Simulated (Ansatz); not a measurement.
# Where V_O (site 2) puts its levels in the gap of SnO2 (P4_2/mnm)

Wanted: the transition levels of a vacancy in SnO2 (P4_2/mnm), from a cell of 54 host atoms with 1 O taken out.

Main program and level: Ansatz 0.2.0; place-levels on r2SCAN runs: charge-transition levels and formation energies with image-charge correction and potential alignment at the atomic sites; PAW set soft_1.

**What experiment says.**

For SnO2, rutile (undoped SnO2, literature value), “Effect of Cu F Co-doping on the Properties of AgSnO2 Contact” (2019, pmc:6679235) quotes earlier work: band gap (band gap of intrinsic SnO2, quoted experimental value) 3.6 eV [Literature value cited in passing in the theory part; measurement method, temperature and …].

### Step 1. Set-up

The cell holds 53 atoms: 18 Sn and 35 O. Cell: a = 10.639 Å, b = 6.728 Å, c = 9.602 Å, α = 90.0°, β = 90.0°, γ = 108.4°. It derives from SnO2 (space group P4_2/mnm). Nearest the centre at fractional (0.537, 0.769, 0.667): Sn41 at 2.06 Å, Sn21 at 2.07 Å, Sn39 at 2.07 Å, O53 at 2.61 Å, O27 at 2.92 Å, O45 at 2.92 Å, O30 at 2.92 Å, O48 at 2.92 Å.

The host's dielectric constants go in as inputs: (4.60, 4.60, 4.91) for the electrons alone, (13.48, 13.48, 10.42) with the ions, from a response run on this crystal (DFPT, PBEsol) at that run's own cell.

The cell's shortest repeat is 6.7 Å.

### Step 2. What was run first

A transition level is the Fermi level at which two charge states cost the same, so each charge needs its own total energy, at its own relaxed structure.

Random displacements of about 0.05 Å break the site symmetry at the start, so that the relaxation can reach a distorted minimum if there is one. Forces are taken at one point at (¼, ¼, ¼). The cell holds 1 electron more than the neutral one, with a uniform background that keeps it neutral on the whole. The electron count is odd, so at least one spin is unpaired; this run locks the moment at 1 μB.

The sampling was tested on the host first: at the k-points planned (1x1x1 shifted 0.25 0.25 0.25) its energy lies -0.001 eV an atom from the dense-mesh value, under the bound of 0.02 eV set for this test; that bounds the host's error, not the defect's.

One of the inputs; charge, spin and start change from state to state.

The input, qm1_M1.relax/input.yaml:

```yaml
crystal:
  lattice:
    - [9.51550307, 4.75775154, 0.0]
    - [-4.75775154, 4.75775154, 0.0]
    - [0.0, 0.0, 9.60204439]
  atoms:
    - { symbol: Sn, position: [0.0, 0.5, 0.16666667] }
    - { symbol: Sn, position: [0.33333333, 0.16666667, 0.16666667] }
[... 2 atom lines left out ...]
    - { symbol: Sn, position: [0.33333333, 0.66666667, 0.0] }
[... 8 atom lines left out ...]
    - { symbol: O, position: [0.53729518, 0.76864759, 0.0] }
[... 3 atom lines left out ...]
    - { symbol: O, position: [0.79603816, 0.89801908, 0.0] }
[... 2 atom lines left out ...]
    - { symbol: Sn, position: [0.66666667, 0.83333333, 0.5] }
[... 1 atom line left out ...]
    - { symbol: Sn, position: [0.33333333, 0.66666667, 0.33333333] }
[... 2 atom lines left out ...]
    - { symbol: O, position: [0.33333333, 0.47260943, 0.5] }
    - { symbol: O, position: [0.66666667, 0.1392761, 0.5] }
[... 1 atom line left out ...]
    - { symbol: O, position: [0.33333333, 0.8607239, 0.5] }
    - { symbol: O, position: [0.66666667, 0.52739057, 0.5] }
[... 1 atom line left out ...]
    - { symbol: O, position: [0.53729518, 0.76864759, 0.33333333] }
[... 6 atom lines left out ...]
    - { symbol: Sn, position: [0.66666667, 0.83333333, 0.83333333] }
[... 1 atom line left out ...]
    - { symbol: Sn, position: [0.33333333, 0.66666667, 0.66666667] }
    - { symbol: Sn, position: [0.66666667, 0.33333333, 0.66666667] }
[... 1 atom line left out ...]
    - { symbol: O, position: [0.33333333, 0.47260943, 0.83333333] }
    - { symbol: O, position: [0.66666667, 0.1392761, 0.83333333] }
[... 1 atom line left out ...]
    - { symbol: O, position: [0.33333333, 0.8607239, 0.83333333] }
    - { symbol: O, position: [0.66666667, 0.52739057, 0.83333333] }
[... 2 atom lines left out ...]
    - { symbol: O, position: [0.12937149, 0.56468574, 0.66666667] }
    - { symbol: O, position: [0.46270482, 0.23135241, 0.66666667] }
    - { symbol: O, position: [0.79603816, 0.89801908, 0.66666667] }
  host:
    repeats: [1, 1, 3]
    atoms:
      - { symbol: Sn, position: [0.0, 0.5, 0.5] }
      - { symbol: Sn, position: [0.33333333, 0.16666667, 0.5] }
      # ... 16 more atoms of the perfect host
total_charge: -1
basis:
  ecutwfc: 500
  xc_grid: 2
hamiltonian:
  xc: r2scan
  pseudopotentials: { kind: paw, azcp: { folder: soft_1 } }
kpoints:
  mp_grid: { grid: [1, 1, 1], shift: [0.25, 0.25, 0.25] }
magnetization:
  spin_polarized: true
  initial_magnetization: 1
  spin_locking: { lock_magnetization: hard }
scf:
  occupations: { method: fixed }
  max_iter: 60
output:
  forces: true
  charged_corrections:
    epsilon: [4.6, 4.6, 4.91]
    static_epsilon: [13.48, 13.48, 10.42]
    defect_position: [0.537295, 0.768648, 0.666667]
relax:
  f_tol: 0.02
  max_steps: 80
  random_displacement: { amplitude: 0.05, seed: 2971 }
checkpoint:
  write: "../qm1_M1.relax.run"
  compress: false
  write_wavefunctions: true
  write_every: 100000
```

The run is started by

```bash
$ ansatz run input.yaml --threads 4 --pin off --max-ram 15073MiB --backend cpu --events-out ev --progress --plain --runs-dir out
```

Defect states can disperse in a cell of this size, so the energy is taken again at a 2×2×2 shifted mesh, on the relaxed structure.

The run of this state that the levels use, under r2SCAN:

The input, qm1_M1.point/input.yaml:

```yaml
crystal:
  checkpoint: "../qm1_M1.relax.run"
  host: checkpoint
total_charge: -1
basis:
  ecutwfc: 500
  xc_grid: 2
hamiltonian:
  xc: r2scan
  pseudopotentials: { kind: paw, azcp: { folder: soft_1 } }
kpoints:
  mp_grid: { grid: [2, 2, 2], shift: [0.5, 0.5, 0.5] }
magnetization:
  spin_polarized: true
  initial_magnetization: 1
  spin_locking: { lock_magnetization: hard }
scf:
  occupations: { method: fermi_dirac, width: 0.01 }
  max_iter: 60
output:
  forces: true
  eigenvalues: true
  charged_corrections:
    epsilon: [4.6, 4.6, 4.91]
    static_epsilon: [13.48, 13.48, 10.42]
    defect_position: [0.537295, 0.768648, 0.666667]
  eigenstates: { localisation: true }
  populations: true
  efg: {}
checkpoint:
  read: "../qm1_M1.relax.run"
  write: "../qm1_M1.point.run"
  compress: false
  write_wavefunctions: false
  write_every: 100000
```

Relaxations under r2SCAN at one point at (¼, ¼, ¼); times on 4 threads of Arm Neoverse V2, shared host:

| charge | moment (μB) | occupations | outcome | steps | largest displacement against the far atoms (Å) | time |
| --- | --- | --- | --- | --- | --- | --- |
| −1 | 1 | fixed | converged | 8 | 0.11 | 4.2 min |
| 0 | 0 | fixed | converged | 5 | 0.07 | 80 s |
| +1 | 1 | fixed | converged | 7 | 0.12 | 3.4 min |
| +2 | 0 | fixed | converged | 6 | 0.25 | 82 s |

Single points under r2SCAN at a 2×2×2 shifted mesh; times on 4 threads of Arm Neoverse V2, shared host:

| charge | moment (μB) | occupations | outcome | time |
| --- | --- | --- | --- | --- |
| −1 | 1 | fermi-dirac | converged | 2.9 min |
| 0 | 0 | fermi-dirac | converged | 77 s |
| +1 | 1 | fermi-dirac | converged | 2.5 min |
| +2 | 0 | fermi-dirac | converged | 66 s |

Distances (Å) from the ideal centre to the nearest atoms after relaxation with r2SCAN:

| charge | moment (μB) | 1. | 2. | 3. | 4. | 5. | 6. |
| --- | --- | --- | --- | --- | --- | --- | --- |
| −1 | 1 | Sn 1.94 | Sn 1.98 | Sn 2.00 | O 2.67 | O 2.90 | O 2.90 |
| 0 | 0 | Sn 1.99 | Sn 2.00 | Sn 2.00 | O 2.62 | O 2.89 | O 2.90 |
| +1 | 1 | Sn 2.14 | Sn 2.14 | Sn 2.18 | O 2.57 | O 2.85 | O 2.85 |
| +2 | 0 | Sn 2.29 | Sn 2.29 | Sn 2.32 | O 2.46 | O 2.81 | O 2.82 |

### Step 3. Placing the levels, r2SCAN

A charged cell interacts with its images and the background, and its potential has another zero than the host's. place-levels removes the first by a point-charge model, screened by the static dielectric constant since the ions have relaxed around the charge, and the second by comparing potentials at atoms far from the defect.

The host is a run of the defect-free crystal in the same cutoffs, grids and k-points, so that basis and sampling errors cancel in part in the differences. Its band edges come from a run of the primitive cell that searches the zone for them. The host is run in a cell of 18 atoms on a matching mesh. Chemical potentials are energies per atom of O (O2 molecule), run with the same functional and cutoff.

The input, levels.point.yaml:

```yaml
host:
  run: host.point.run
  levels_from: { run: edges.point.run }
states: [qm1_M1.point.run, q0.point.run, qp1_M1.point.run, qp2.point.run]
geometry_from:
  qm1_M1.point.run: qm1_M1.relax.run
  q0.point.run: q0.relax.run
  qp1_M1.point.run: qp1_M1.relax.run
  qp2.point.run: qp2.relax.run
  host.point.run: host.relax.run
chemical_potentials:
  O:
    energy: -565.989614
    dataset: <sha256 of the dataset>
epsilon: [4.6, 4.6, 4.91]
static_epsilon: [13.48, 13.48, 10.42]
vertical:
  - { from: qm1_M1.point.run, to: qm1_M1.point_neutral.run }
  - { from: qp1_M1.point.run, to: qp1_M1.point_neutral.run }
  - { from: qp2.point.run, to: qp2.point_neutral.run }
```

The run is started by

```bash
$ ansatz place-levels levels.point.yaml -- --threads 4 --pin off --max-ram 15073MiB
```

Numbers of over 12 decimals in the logs are rounded to 6 here.

Output:

```text
[... repeated set-up lines and file paths are left out, and long positions are rounded to six places ...]
(+2/+1) 1.438 eV above the valence edge, 0.358 eV under the conduction edge
(+1/0) 1.540 eV above the valence edge, 0.255 eV under the conduction edge
(0/-1) 1.962 eV above the valence edge (+3.270 eV without the band-filling correction), in the conduction band
formation energy of charge +2: +1.617 eV with the Fermi level at the valence edge
formation energy of charge +1: +3.055 eV with the Fermi level at the valence edge
formation energy of charge 0: +4.595 eV with the Fermi level at the valence edge
formation energy of charge -1: +6.556 eV with the Fermi level at the valence edge
vertical -1 to 0: no energy, since no alignment is typed
  the change from vertical[0].from (qm1_M1.point.run) to vertical[0].to (qm1_M1.point_neutral.run): by its potential at epsilon [4.6, 4.6, 4.91] it stands at 0.455 0.752 0.669, with an rms radius of about 4.0 Å (2.9 1.6 2.2 Å across the planes of the cell's [...]
vertical +1 to 0: no energy, since no alignment is typed
  the change from vertical[1].from (qp1_M1.point.run) to vertical[1].to (qp1_M1.point_neutral.run): by its potential at epsilon [4.6, 4.6, 4.91] it stands at 0.566 0.780 0.666, with an rms radius of about 2.9 Å (1.9 1.2 1.8 Å across the planes of the cell's [...]
vertical +2 to 0: no energy, since no alignment is typed
  the change from vertical[2].from (qp2.point.run) to vertical[2].to (qp2.point_neutral.run): by its potential at epsilon [4.6, 4.6, 4.91] it stands at 0.571 0.783 0.666, with an rms radius of about 3.5 Å (2.3 1.5 2.2 Å across the planes of the cell's [...]
  edges by r2scan of host.levels_from (edges.point.run), its mesh sampled to repeats of 28.55 Å (the valence edge +0.186 eV and the conduction edge -1.118 eV from those of the host's own run), gap 1.795 eV; the host is sampled to repeats of 21.28 Å
  the defect's cells are sampled to repeats of 21.28 Å, like sampling
  charge +2: -128623.3761 eV with its correction of +0.483 eV, at epsilon [13.48, 13.48, 10.42], aligned at sites: -0.1125 eV, mean over 39 atomic sites at or beyond 3.36 Å from the defect at [0.5373, 0.7686, 0.6667], with +0.062841 for the charge's moments [...]
  charge +1: -128613.0047 eV with its correction of +0.078 eV, at epsilon [13.48, 13.48, 10.42], aligned at sites: -0.0985 eV, mean over 39 atomic sites at or beyond 3.36 Å from the defect at [0.5373, 0.7686, 0.6667], with +0.030559 for the charge's moments [...]
  charge 0: +0.000 eV for its dipole among its images, +0.000 omitted
  charge -1: -128590.3268 eV with its correction of +0.184 eV, at epsilon [13.48, 13.48, 10.42], aligned at sites: -0.0075 eV, mean over 39 atomic sites at or beyond 3.36 Å from the defect at [0.5373, 0.7686, 0.6667], with +0.000000 for the charge's moments [...]
  of states[3] (qp2.point.run): it parts from the run at its places by a charge that spreads by about 2.2 Å along one vector (1.7 Å or more is wide), by its potential at epsilon [4.6, 4.6, 4.91], taken for that of held ions (one typed too small widens it), [...]
  of states[2] (qp1_M1.point.run): it parts from the run at its places by a charge that spreads by about 1.2 Å along one vector (1.1 Å or more is wide), by its potential at epsilon [4.6, 4.6, 4.91], taken for that of held ions (one typed too small widens it), [...]
  of states[1] (q0.point.run): its displacements don't fall off away from the defect: farther atoms stand 0.018 Å off the host's places. [...]
  of states[0] (qm1_M1.point.run): it parts from the run at its places by a charge that spreads by about 2.9 Å along one vector (1.7 Å or more is wide), by its potential at epsilon [4.6, 4.6, 4.91], taken for that of held ions (one typed too small widens it), [...]
  of vertical[0].from (qm1_M1.point.run): its displacements don't fall off away from the defect: farther atoms stand 0.026 Å off the host's places. [...]
  of vertical[0].to (qm1_M1.point_neutral.run): its displacements don't fall off away from the defect: farther atoms stand 0.026 Å off the host's places. [...]
  of vertical[1].from (qp1_M1.point.run): its displacements don't fall off away from the defect: farther atoms stand 0.022 Å off the host's places. [...]
  of vertical[1].to (qp1_M1.point_neutral.run): its displacements don't fall off away from the defect: farther atoms stand 0.022 Å off the host's places. [...]
  of vertical[2].from (qp2.point.run): its displacements don't fall off away from the defect: farther atoms stand 0.06 Å off the host's places. [...]
  of vertical[2].to (qp2.point_neutral.run): its displacements don't fall off away from the defect: farther atoms stand 0.06 Å off the host's places. [...]
```

The job ended after 0.46 s (4 threads of Arm Neoverse V2, shared host).

[end of part 1 of 2]

[Logs are printed without paths, hosts, clocks, repeated set-up lines and the standing remarks that a program may print on its own settings, such as how far it seeks lower states.]

[Hosts, paths, dates, database ids (printed as entryN), source tags and the programs' standing remarks are cut or masked in the printed files.]

[Where a table of states has a column of steps, it counts the stored structures, which are thinned; the runs took as many ionic steps or more.]

[A defect's name tells the site on which it was built; relaxed atoms can leave that site.]

[For some hosts the program warned that the k-mesh of the response run may be too coarse for force constants and the static dielectric constant; such warnings are not shown here.]
